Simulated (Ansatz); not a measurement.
# ZnS (P6_3mc): how ε∞ follows the gap

The empty bands of ZnS (P6_3mc) are shifted up rigidly by Δ, and ε∞ along x is computed for each shift. x, y and z are the Cartesian axes of the input cell.

The structure is hexagonal, space group P6_3mc (No. 186). The conventional cell has a = 3.811 Å, b = 3.811 Å, c = 6.234 Å, α = 90.00°, β = 90.00°, γ = 120.00°. Around Zn on site b lie 4 S at 2.31 to 2.40 Å. S on site b is surrounded by 4 Zn at 2.31 to 2.40 Å.

Method: Ansatz 0.2.0, PBE, independent particles, k-mesh 9×9×4 with interpolation inside its cells, Gaussian parameter 0.1 eV.

Launch of the response step: `ansatz run input.yaml --threads 4 --pin off --max-ram 8192MiB --backend cpu --events-out ev --progress --plain --runs-dir out`. The series took 4.7 min in all, on 4 threads of Arm Neoverse V1, with other jobs on the host.

| Δ (eV) | ε∞ along x |
| --- | --- |
| 0.00 | ? |
| 0.40 | 5.912 |
| 0.80 | 5.633 |
| 1.20 | 5.387 |
| 1.60 | 5.168 |
| 2.00 | 4.971 |

With one effective transition at E₀ and fixed dipole strength, ε∞ − 1 = A/(E₀ + Δ), so 1/(ε∞ − 1) is linear in Δ.

Working, on the rows shown:

| x = Δ (eV) | y = 1/(ε∞ − 1) |
| --- | --- |
| 0.4 | 0.203583 |
| 0.8 | 0.215843 |
| 1.2 | 0.227946 |
| 1.6 | 0.239923 |
| 2 | 0.251826 |

Means: x̄ = 1.2, ȳ = 0.22782. Σ(x − x̄)(y − ȳ) = 0.04823, Σ(x − x̄)² = 1.6. Slope = 0.04823 / 1.6 = 0.03014; intercept = ȳ − slope · x̄ = 0.19165. Turned back into ε∞ along x, the line misses the rows shown by at most 0.0031.

Question: Fill in the last column of the withheld row.

Answer: At x = 0 the line gives y = 0.19165, that is 6.218. The run gave 6.232, so the extrapolation is off by 0.014, 1.1 % of the range in the table.

Refitted with all rows, the slope is 0.03033 and the intercept 0.19138. These give E₀ = intercept/slope = 6.3 eV, far above the least direct gap of 2.25 eV: most of the screening comes from transitions well over the edge. Over the first step ε∞ falls by 13 % per eV. The cell comes from an older database entry, whose edges can be off by a per cent or so. Excitons are left out and so are local fields; PBE gaps are as a rule too small.
